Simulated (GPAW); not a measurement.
# A Au chain with one Cl atom in line: transmission at several levels

How well does a Au chain with one Cl atom in line conduct at low bias, and how far do basis and functional move the answer?

Program: GPAW 26.7.0. Level of theory: GPAW LCAO, PAW setups; Landauer transmission from Green's functions with principal layers (ASE), zero bias. Results are calculated unless marked as measured.

### 1. The structure

The cell holds 11 atoms: 10 Au and 1 Cl. Cell: a = 9.000 Å, b = 9.000 Å, c = 27.828 Å, α = 90.0°, β = 90.0°, γ = 90.0°. Regions: left lead, 5 atoms (5 Au); channel, 1 atom (1 Cl); right lead, 5 atoms (5 Au). Vacuum lies along a and b. The structure is stacked along c, and the current runs across the ab planes.

### 2. Double-zeta polarised basis

Localised orbitals split the wire into layers that couple to their neighbours alone, which is what the Green's function method needs; double zeta with polarisation is the usual level for numbers.

The input, run.py:

```python
import json
import numpy as np
from ase import Atoms
from ase.transport.calculators import TransportCalculator
from gpaw import GPAW, FermiDirac
from gpaw.lcao.tools import get_lcao_hamiltonian
from scipy.linalg import eigh

# The junction with lead layers at both ends, along the third cell vector
device = Atoms(
    ['Au', 'Au', 'Au', 'Au', 'Au', 'Cl', 'Au', 'Au', 'Au', 'Au', 'Au'],
    positions=[
        [4.50000, 4.50000, 1.30000],
        [4.50000, 4.50000, 3.90000],
        [4.50000, 4.50000, 6.50000],
        [4.50000, 4.50000, 9.10000],
        [4.50000, 4.50000, 11.70000],
        [4.50000, 4.50000, 13.91420],
        [4.50000, 4.50000, 16.12840],
        [4.50000, 4.50000, 18.72840],
        [4.50000, 4.50000, 21.32840],
        [4.50000, 4.50000, 23.92840],
        [4.50000, 4.50000, 26.52840]],
    cell=[[9.0, 0.0, 0.0], [0.0, 9.0, 0.0], [0.0, 0.0, 27.8284]],
    pbc=True)

# One principal layer of the lead: the first 3 atoms of the device
lead = Atoms(
    ['Au', 'Au', 'Au'],
    positions=[
        [4.50000, 4.50000, 1.30000],
        [4.50000, 4.50000, 3.90000],
        [4.50000, 4.50000, 6.50000]],
    cell=[[9.0, 0.0, 0.0], [0.0, 9.0, 0.0], [0.0, 0.0, 7.8]],
    pbc=True)

settings = dict(mode='lcao', basis='dzp', xc='PBE', h=0.2,
                occupations=FermiDirac(0.1), maxiter=250,
                mixer=dict(beta=0.1, nmaxold=8, weight=100.0),
                convergence=dict(density=0.0001))
energies = np.arange(-2, 2 + 1e-9, 0.05)
eta = 0.0001
n1, n2 = 1, 1
# k and -k transmit alike, so half of the mesh across the current serves
mesh = [(i, j) for i in range(n1) for j in range(n2) if (i, j) <= (-i % n1, -j % n2)]
weights = np.array([1 if (i, j) == (-i % n1, -j % n2) else 2 for i, j in mesh]) / (n1 * n2)


def ground_state(atoms, size, txt):
    atoms.calc = GPAW(kpts={'size': size, 'gamma': True}, symmetry={'tolerance': 1e-3}, txt=txt, **settings)
    atoms.get_potential_energy()
    return atoms.calc.get_fermi_level()


def blocks(atoms, fermi, points, nz, cells):
    """H - E_F S and S between cell 0 and the cells above it, at each point across the current."""
    kz = np.arange(nz) / nz
    calc = atoms.calc.fixed_density(kpts=[(*k, z) for k in points for z in kz], symmetry='off', txt=None)
    H, S = get_lcao_hamiltonian(calc)
    H = (H - fermi * S).reshape(len(H), len(points), nz, *S.shape[1:])
    S = S.reshape(H.shape[1:])
    phases = [np.exp(-2j * np.pi * kz * R) / nz for R in cells]
    return [(np.einsum('skzij,z->ksij', H, p), np.einsum('kzij,z->kij', S, p)) for p in phases]


def pair(a, b):
    return np.block([[a, b], [b.T.conj(), a]])


def count_channels(h, s, cells, nk=240):
    """Half the number of times that the lead's bands cross each energy, unfolded to its shortest repeat."""
    b = len(h) // cells
    bands = []
    for k in (np.arange(nk + 1) + 0.5) / nk:
        hk, sk = h[:b, :b].copy(), s[:b, :b].copy()
        for R in range(1, cells):
            phase, block = np.exp(2j * np.pi * k * R), slice(R * b, (R + 1) * b)
            hk += h[:b, block] * phase + (h[:b, block] * phase).T.conj()
            sk += s[:b, block] * phase + (s[:b, block] * phase).T.conj()
        bands.append(eigh(hk, sk, eigvals_only=True))
    below = np.array(bands)[:, :, None] < energies
    return (below[1:] != below[:-1]).sum((0, 1)) / 2


fermi_lead = ground_state(lead, (1, 1, 15), 'lead.txt')
fermi_device = ground_state(device, (1, 1, 3), 'device.txt')
T, channels, eigen, tail, misfit, shifts = [], [], [], 0.0, 0.0, []
for first in range(0, len(mesh), 918):
    points = [(i / n1, j / n2) for i, j in mesh[first:first + 918]]
    (H0k, S0k), (H1k, S1k), (H2k, _) = blocks(lead, fermi_lead, points, 5, range(3))
    [(Hk, Sk)] = blocks(device, fermi_device, points, 2, [0])
    tail = max(tail, abs(H2k).max())
    for H0, S0, H1, S1, H, S in zip(H0k, S0k, H1k, S1k, Hk, Sk):
        n = len(S0)
        # Shift the lead onto the potential of the device's first layer
        shift = ((H[:, 0, 0] - H0[:, 0, 0]) / S0[0, 0]).real.mean()
        shifts.append(shift)
        misfit = max(misfit, abs(H[:, :n, :n] - H0 - shift * S0).max())
        Tk, Ck, Ek = [], [], []
        for s in range(len(H)):
            t = s % len(H0)  # a lead without moments serves both spins
            h1, s1 = pair(H0[t] + shift * S0, H1[t] + shift * S1), pair(S0, S1)
            leads = dict(h1=h1, s1=s1, energies=energies, eta=eta, eta1=eta, eta2=eta)
            calc = TransportCalculator(h=H[s], s=S, eigenchannels=3, **leads)
            Tk.append(calc.get_transmission())
            Ek.append(np.sort(calc.eigenchannels_ne, axis=0)[::-1])
            Ck.append(count_channels(h1, s1, 6))
        T.append(Tk)
        channels.append(Ck)
        eigen.append(Ek)
T, channels = np.array(T), np.array(channels)
mean, open_channels = np.einsum('kse,k->se', T, weights), np.einsum('kse,k->se', channels, weights)

print(f'basis functions: device {len(S)}, principal layer {n}')
print(f'Fermi level: lead {fermi_lead:.4f} eV, device {fermi_device:.4f} eV; lead shifted by {np.mean(shifts):.4f} eV')
print(f'largest coupling past the next layer {tail:.2e} eV, largest misfit of the first layer {misfit:.3f} eV')
print('  E-E_F (eV)   ' + 'T (one spin)  channels')
for e, t, c in zip(energies, mean.T, open_channels.T):
    print(f'{e:10.3f}  ', *[f'{x:11.4e}' for x in t], *[f'{x:9.4f}' for x in c])

kT = 8.617333e-5 * 77
fine = np.linspace(energies[0], energies[-1], 4001)
both = np.exp(np.interp(fine, energies, np.log(np.maximum(mean.sum(0) * 2 / len(mean), 1e-30))))
fermi = lambda mu: 1 / (1 + np.exp(np.clip((fine - mu) / kT, -200, 200)))
slope = fermi(0) * (1 - fermi(0)) / kT
G = np.trapezoid(both * slope, fine) / 2
seebeck = -np.trapezoid(both * slope * fine, fine) / (2 * G * 77) * 1e6
print(f'conductance at 77 K: {G:.5g} G0 a cell; thermopower {seebeck:.4g} uV/K')
bias = [0.1, 0.2, 0.5, 1.0, 1.5, 2.0]
current = [38.74 * np.trapezoid(both * (fermi(V / 2) - fermi(-V / 2)), fine) for V in bias]
for V, I in zip(bias, current):
    print(f'current from the zero-bias T(E) at {V} V: {I:.5g} uA')
zero = abs(energies).argmin()
json.dump(dict(energies=energies.tolist(), T=mean.tolist(), channels=open_channels.tolist(), G=G, seebeck=seebeck,
               bias=bias, current=current, tail=tail, misfit=misfit, shift=np.mean(shifts), n_device=len(S), n_lead=n,
               fermi=[fermi_lead, fermi_device], energy=device.get_potential_energy(),
               moments=device.get_magnetic_moments().tolist(), mesh=mesh, weights=weights.tolist(),
               T_k=T[:, :, zero].tolist(), eigen=np.array(eigen[0]).tolist()), open('result.json', 'w'))
```

Run with:

```
$ OMP_NUM_THREADS=1 OPENBLAS_NUM_THREADS=1 python run.py
```

Output:

```text
basis functions: device 163, principal layer 45
Fermi level: lead -4.6464 eV, device -4.6051 eV; lead shifted by -0.0183 eV
largest coupling past the next layer 2.46e-07 eV, largest misfit of the first layer 0.068 eV
  E-E_F (eV)   T (one spin)  [channel counts left out]
    -2.000    2.2690e+00
    -1.950    2.2467e+00
    -1.900    2.2373e+00
    -1.850    2.2405e+00
    -1.800    2.2559e+00
    -1.750    2.2826e+00
    -1.700    2.3194e+00
    -1.650    2.3648e+00
    -1.600    2.4164e+00
    -1.550    2.4718e+00
    -1.500    2.5277e+00
    -1.450    2.5809e+00
    -1.400    2.6288e+00
    -1.350    2.6706e+00
    -1.300    2.7098e+00
    -1.250    2.7628e+00
[...]
1.650    4.5347e-01
     1.700    4.5691e-01
     1.750    4.6045e-01
     1.800    4.6410e-01
     1.850    4.6785e-01
     1.900    4.7170e-01
     1.950    4.7565e-01
     2.000    4.7969e-01
conductance at 77 K: 0.53967 G0 a cell; thermopower 2.103 uV/K
current from the zero-bias T(E) at 0.1 V: 4.1906 uA
current from the zero-bias T(E) at 0.2 V: 8.49 uA
current from the zero-bias T(E) at 0.5 V: 39.855 uA
current from the zero-bias T(E) at 1.0 V: 100.17 uA
current from the zero-bias T(E) at 1.5 V: 151.54 uA
current from the zero-bias T(E) at 2.0 V: 201.36 uA
```

Wall time 51 s (1 thread of Arm Neoverse N1, shared host); peak memory 0.92 GiB.

This step gave:

| Property | Result |
| --- | --- |
| conductance | 0.5397 G₀ |
| thermopower | 2.103 μV/K |
| largest coupling past the next principal layer | 2.46e-7 eV |
| largest misfit of the first principal layer | 0.06796 eV |
| shift that aligns the lead | -0.01825 eV |
| basis functions of the junction | 163 |
| basis functions of a principal layer | 45 |
| transmission at the Fermi level (one spin) | 0.5392 |

One spin. Table of transmission, zone mean by energy, zero at the Fermi level:

energy (eV), transmission, zone mean and a bar from the least value:
```
   -2.000       2.27 #######################
   -1.800       2.26 #######################
   -1.600       2.42 #########################
   -1.400       2.63 ###########################
   -1.200       2.85 ##############################
   -1.000       2.26 #######################
   -0.800       2.11 #####################
   -0.600       2.25 #######################
   -0.400       2.68 ############################
   -0.300       2.78 #############################
   -0.200       2.70 ############################
    0.000       0.54 ##
    0.200       0.46 #
    0.400       0.43 #
    0.600       0.42 
    0.800       0.38 
    1.000       0.42 
    1.200       0.43 #
    1.400       0.44 #
    1.600       0.45 #
    1.800       0.46 #
    2.000       0.48 #
```

Not self-consistent under bias; the bias window is split evenly. Table of current through one cell, from the zero-bias transmission by bias:

| bias (V) | current through one cell, from the zero-bias transmission (μA) |
| --- | --- |
| 0.100 | 4.19 |
| 0.200 | 8.49 |
| 0.500 | 39.9 |
| 1.000 | 100 |
| 1.500 | 152 |
| 2.000 | 201 |

The transmission of the three most open eigenchannels by energy, zero at the Fermi level:

| energy (eV) | channel 1 | channel 2 | channel 3 |
| --- | --- | --- | --- |
| -2.00 | 0.977 | 0.646 | 0.646 |
| -1.85 | 0.995 | 0.623 | 0.623 |
| -1.70 | 0.998 | 0.661 | 0.661 |
| -1.60 | 0.990 | 0.713 | 0.713 |
| -1.45 | 0.960 | 0.810 | 0.810 |
| -1.30 | 0.923 | 0.893 | 0.893 |
| -1.15 | 0.937 | 0.937 | 0.247 |
| -1.05 | 0.946 | 0.946 | 0.396 |
| -0.90 | 0.937 | 0.937 | 0.290 |
| -0.75 | 0.913 | 0.913 | 0.276 |
| -0.60 | 0.899 | 0.899 | 0.446 |
| -0.50 | 0.912 | 0.912 | 0.648 |
| -0.35 | 0.965 | 0.965 | 0.813 |
| -0.20 | 0.989 | 0.989 | 0.723 |
| -0.05 | 0.573 | 2.7e-9 | 2.7e-9 |
| 0.00 | 0.539 | 1.2e-10 | 1.2e-10 |
| 0.05 | 0.512 | 1.2e-11 | 1.2e-11 |
| 0.20 | 0.460 | 0 | 0 |
| 0.35 | 0.433 | 0 | 0 |
| 0.50 | 0.421 | 0 | 0 |
| 0.60 | 0.417 | 0 | 0 |
| 0.75 | 0.414 | 0 | 0 |
| 0.90 | 0.419 | 0 | 0 |
| 1.05 | 0.422 | 0 | 0 |
| 1.15 | 0.426 | 0 | 0 |
| 1.30 | 0.433 | 0 | 0 |
| 1.45 | 0.441 | 0 | 0 |
| 1.60 | 0.450 | 0 | 0 |
| 1.70 | 0.457 | 0 | 0 |
| 1.85 | 0.468 | 0 | 0 |
| 2.00 | 0.480 | 0 | 0 |

Couplings past the next layer reach 2.5e-7 eV, small enough to drop; the matrix elements of the cell's first layer differ from the bulk lead's by up to 0.068 eV. That layer keeps its own values in the calculation, and only beyond it is the lead taken as perfect. The Fermi levels of lead and junction count from different zeros of potential, one for each periodic cell; with both set to zero, the small remaining shift is what aligns them. Without spin-orbit coupling, which is large for these atoms, channel counts and T are those of the scalar-relativistic bands. By hand: G = 0.5397 × 77.48 μS = 41.8 μS, a resistance of 23.9 kΩ; at 0.1 V a linear junction would pass 4.18 μA, and the integral over the bias window gives 4.19 μA. Mott's formula, S = -(π²/3)(k_B²T/e) d ln T/dE, has the prefactor 1.88 μV/K·eV at 77 K; T = 0.5727 at -0.05 eV and 0.5122 at 0.05 eV give a slope of -1.12 per eV and S = 2.10 μV/K, beside 2.10 μV/K from the thermal integral, which interpolates the same grid.

### 3. GPAW, szp: basis = "szp(dzp)"

The second zeta is dropped, the polarisation orbitals stay.

Changes to run.py since step 2:

```diff
@@ -36,3 +36,3 @@
 
-settings = dict(mode='lcao', basis='dzp', xc='PBE', h=0.2,
+settings = dict(mode='lcao', basis='szp(dzp)', xc='PBE', h=0.2,
                 occupations=FermiDirac(0.1), maxiter=250,
```

Output:

```text
basis functions: device 99, principal layer 27
Fermi level: lead -4.4852 eV, device -4.4332 eV; lead shifted by -0.0168 eV
largest coupling past the next layer 2.47e-07 eV, largest misfit of the first layer 0.058 eV
  E-E_F (eV)   T (one spin)  [channel counts left out]
    -2.000    1.9748e+00
    -1.950    1.9686e+00
    -1.900    1.9697e+00
    -1.850    1.9780e+00
    -1.800    1.9931e+00
    -1.750    2.0147e+00
    -1.700    2.0424e+00
    -1.650    2.0755e+00
    -1.600    2.1133e+00
    -1.550    2.1554e+00
    -1.500    2.2020e+00
    -1.450    2.2560e+00
    -1.400    2.3282e+00
    -1.350    2.4556e+00
    -1.300    2.6178e+00
    -1.250    1.7624e+00
[...]
1.650    5.5571e-01
     1.700    5.6050e-01
     1.750    5.6536e-01
     1.800    5.7026e-01
     1.850    5.7522e-01
     1.900    5.8022e-01
     1.950    5.8527e-01
     2.000    5.9035e-01
conductance at 77 K: 0.56994 G0 a cell; thermopower 1.782 uV/K
current from the zero-bias T(E) at 0.1 V: 4.474 uA
current from the zero-bias T(E) at 0.2 V: 11.32 uA
current from the zero-bias T(E) at 0.5 V: 47.514 uA
current from the zero-bias T(E) at 1.0 V: 109.97 uA
current from the zero-bias T(E) at 1.5 V: 164.78 uA
current from the zero-bias T(E) at 2.0 V: 215.64 uA
```

Wall time 42 s (1 thread); peak memory 0.91 GiB.

Numbers from this step:

```yaml
conductance: 0.5699 G₀
largest_coupling_past_the_next_principal_layer: 2.47e-7 eV
largest_misfit_of_the_first_principal_layer: 0.05790 eV
shift_that_aligns_the_lead: -0.01679 eV
basis_functions_of_the_junction: 99
basis_functions_of_a_principal_layer: 27
transmission_at_the_fermi_level_one_spin: 0.5694
```

One spin. Transmission, zone mean against energy, zero at the Fermi level:

| energy (eV) | transmission, zone mean |
| --- | --- |
| -2.000 | 1.97 |
| -1.800 | 1.99 |
| -1.600 | 2.11 |
| -1.400 | 2.33 |
| -1.300 | 2.62 |
| -1.200 | 1.90 |
| -1.000 | 2.13 |
| -0.800 | 2.14 |
| -0.600 | 2.37 |
| -0.400 | 2.74 |
| -0.250 | 2.81 |
| -0.200 | 2.72 |
| 0.000 | 0.569 |
| 0.200 | 0.505 |
| 0.400 | 0.484 |
| 0.600 | 0.482 |
| 0.800 | 0.490 |
| 1.000 | 0.501 |
| 1.200 | 0.516 |
| 1.400 | 0.533 |
| 1.600 | 0.551 |
| 1.800 | 0.570 |
| 2.000 | 0.590 |

Not self-consistent under bias; the bias window is split evenly. Current through one cell, from the zero-bias transmission against bias:

| bias (V) | current through one cell, from the zero-bias transmission (μA) |
| --- | --- |
| 0.100 | 4.47 |
| 0.200 | 11.3 |
| 0.500 | 47.5 |
| 1.000 | 110 |
| 1.500 | 165 |
| 2.000 | 216 |

Transmission of the three most open eigenchannels against energy, zero at the Fermi level:

| energy (eV) | channel 1 | channel 2 | channel 3 |
| --- | --- | --- | --- |
| -2.00 | 0.999 | 0.488 | 0.488 |
| -1.90 | 0.997 | 0.486 | 0.486 |
| -1.80 | 0.983 | 0.505 | 0.505 |
| -1.70 | 0.954 | 0.544 | 0.544 |
| -1.55 | 0.883 | 0.636 | 0.636 |
| -1.45 | 0.832 | 0.712 | 0.712 |
| -1.35 | 0.881 | 0.787 | 0.787 |
| -1.25 | 0.851 | 0.851 | 0.0604 |
| -1.15 | 0.897 | 0.897 | 0.277 |
| -1.05 | 0.924 | 0.924 | 0.290 |
| -0.90 | 0.943 | 0.943 | 0.231 |
| -0.80 | 0.943 | 0.943 | 0.253 |
| -0.70 | 0.944 | 0.944 | 0.330 |
| -0.60 | 0.950 | 0.950 | 0.472 |
| -0.50 | 0.965 | 0.965 | 0.652 |
| -0.40 | 0.986 | 0.986 | 0.772 |
| -0.25 | 0.996 | 0.996 | 0.815 |
| -0.15 | 0.996 | 0.996 | 0.680 |
| -0.05 | 0.598 | 2.4e-8 | 2.4e-8 |
| 0.00 | 0.569 | 4.9e-10 | 4.9e-10 |
| 0.05 | 0.547 | 3.8e-11 | 3.8e-11 |
| 0.15 | 0.516 | 1.0e-12 | 1.0e-12 |
| 0.25 | 0.497 | 0 | 0 |
| 0.40 | 0.484 | 0 | 0 |
| 0.50 | 0.482 | 0 | 0 |
| 0.60 | 0.482 | 0 | 0 |
| 0.70 | 0.485 | 0 | 0 |
| 0.80 | 0.490 | 0 | 0 |
| 0.90 | 0.495 | 0 | 0 |
| 1.05 | 0.505 | 0 | 0 |
| 1.15 | 0.512 | 0 | 0 |
| 1.25 | 0.520 | 0 | 0 |
| 1.35 | 0.528 | 0 | 0 |
| 1.45 | 0.537 | 0 | 0 |
| 1.55 | 0.546 | 0 | 0 |
| 1.70 | 0.561 | 0 | 0 |
| 1.80 | 0.570 | 0 | 0 |
| 1.90 | 0.580 | 0 | 0 |
| 2.00 | 0.590 | 0 | 0 |

The conductance, 0.570 G₀, lies 5.6 % above that of the dzp run.

### 4. GPAW, sz: basis = "sz(dzp)"

The minimal basis is the cheapest rung: no second zeta and no polarisation.

Changes to run.py since step 3:

```diff
@@ -36,3 +36,3 @@
 
-settings = dict(mode='lcao', basis='szp(dzp)', xc='PBE', h=0.2,
+settings = dict(mode='lcao', basis='sz(dzp)', xc='PBE', h=0.2,
                 occupations=FermiDirac(0.1), maxiter=250,
```

Output:

```text
basis functions: device 64, principal layer 18
Fermi level: lead -4.4268 eV, device -4.3506 eV; lead shifted by -0.0266 eV
largest coupling past the next layer 2.47e-07 eV, largest misfit of the first layer 0.058 eV
  E-E_F (eV)   T (one spin)  [channel counts left out]
    -2.000    2.1224e+00
    -1.950    2.1278e+00
    -1.900    2.1381e+00
[...]
1.950    6.1052e-01
     2.000    6.1677e-01
conductance at 77 K: 0.55248 G0 a cell; thermopower 1.408 uV/K
current from the zero-bias T(E) at 0.1 V: 4.2935 uA
current from the zero-bias T(E) at 0.2 V: 8.8818 uA
current from the zero-bias T(E) at 0.5 V: 40.998 uA
current from the zero-bias T(E) at 1.0 V: 103.23 uA
current from the zero-bias T(E) at 1.5 V: 159.52 uA
current from the zero-bias T(E) at 2.0 V: 212.09 uA
```

Run time: 39 s. Hardware: 1 thread; peak memory 0.88 GiB.

This step gave:

| Property | Result |
| --- | --- |
| conductance | 0.5525 G₀ |
| largest misfit of the first principal layer | 0.05755 eV |
| shift that aligns the lead | -0.02658 eV |
| basis functions of the junction | 64 |
| basis functions of a principal layer | 18 |
| transmission at the Fermi level (one spin) | 0.5520 |

The conductance, 0.552 G₀, lies 2.4 % above that of the dzp run.

### 5. LDA in the dzp basis: xc = "LDA"

Back in the dzp basis, the functional changes from PBE to LDA, to set the spread between functionals beside that between bases.

Changes to run.py since step 4:

```diff
@@ -36,3 +36,3 @@
 
-settings = dict(mode='lcao', basis='sz(dzp)', xc='PBE', h=0.2,
+settings = dict(mode='lcao', basis='dzp', xc='LDA', h=0.2,
                 occupations=FermiDirac(0.1), maxiter=250,
```

Output:

```text
basis functions: device 163, principal layer 45
Fermi level: lead -5.0101 eV, device -4.9634 eV; lead shifted by -0.0106 eV
largest coupling past the next layer 2.28e-07 eV, largest misfit of the first layer 0.063 eV
  E-E_F (eV)   T (one spin)  [channel counts left out]
    -2.000    2.2595e+00
    -1.950    2.2413e+00
    -1.900    2.2341e+00
[...]
1.950    4.9089e-01
     2.000    4.9458e-01
conductance at 77 K: 0.54127 G0 a cell; thermopower 2.098 uV/K
current from the zero-bias T(E) at 0.1 V: 4.2429 uA
current from the zero-bias T(E) at 0.2 V: 10.345 uA
current from the zero-bias T(E) at 0.5 V: 44.839 uA
current from the zero-bias T(E) at 1.0 V: 104.95 uA
current from the zero-bias T(E) at 1.5 V: 157.07 uA
current from the zero-bias T(E) at 2.0 V: 206.99 uA
```

Run time: 41 s. Hardware: 1 thread; peak memory 0.92 GiB.

This step gave:

```yaml
conductance: 0.5413 G₀
largest_coupling_past_the_next_principal_layer: 2.28e-7 eV
largest_misfit_of_the_first_principal_layer: 0.06308 eV
shift_that_aligns_the_lead: -0.01063 eV
basis_functions_of_the_junction: 163
basis_functions_of_a_principal_layer: 45
transmission_at_the_fermi_level_one_spin: 0.5407
```

The conductance, 0.541 G₀, lies 0.3 % above that of the dzp run.

### 6. The ladder

Times are for 1 thread of Arm Neoverse N1, shared host. The series side by side:

| no. | run | conductance (G₀) | time | memory (GiB) |
| --- | --- | --- | --- | --- |
| 1 | dzp | 0.5397 | 51 s | 0.92 |
| 2 | szp | 0.5699 | 42 s | 0.91 |
| 3 | sz | 0.5525 | 39 s | 0.88 |
| 4 | dzp LDA | 0.5413 | 41 s | 0.92 |

[end of part 1 of 2]

[Logs are printed without paths, hosts, clocks, repeated set-up lines and the standing remarks that a program may print on its own settings, such as how far it seeks lower states.]

[Hosts, paths, dates, database ids (printed as entryN), source tags and the programs' standing remarks are cut or masked in the printed files.]
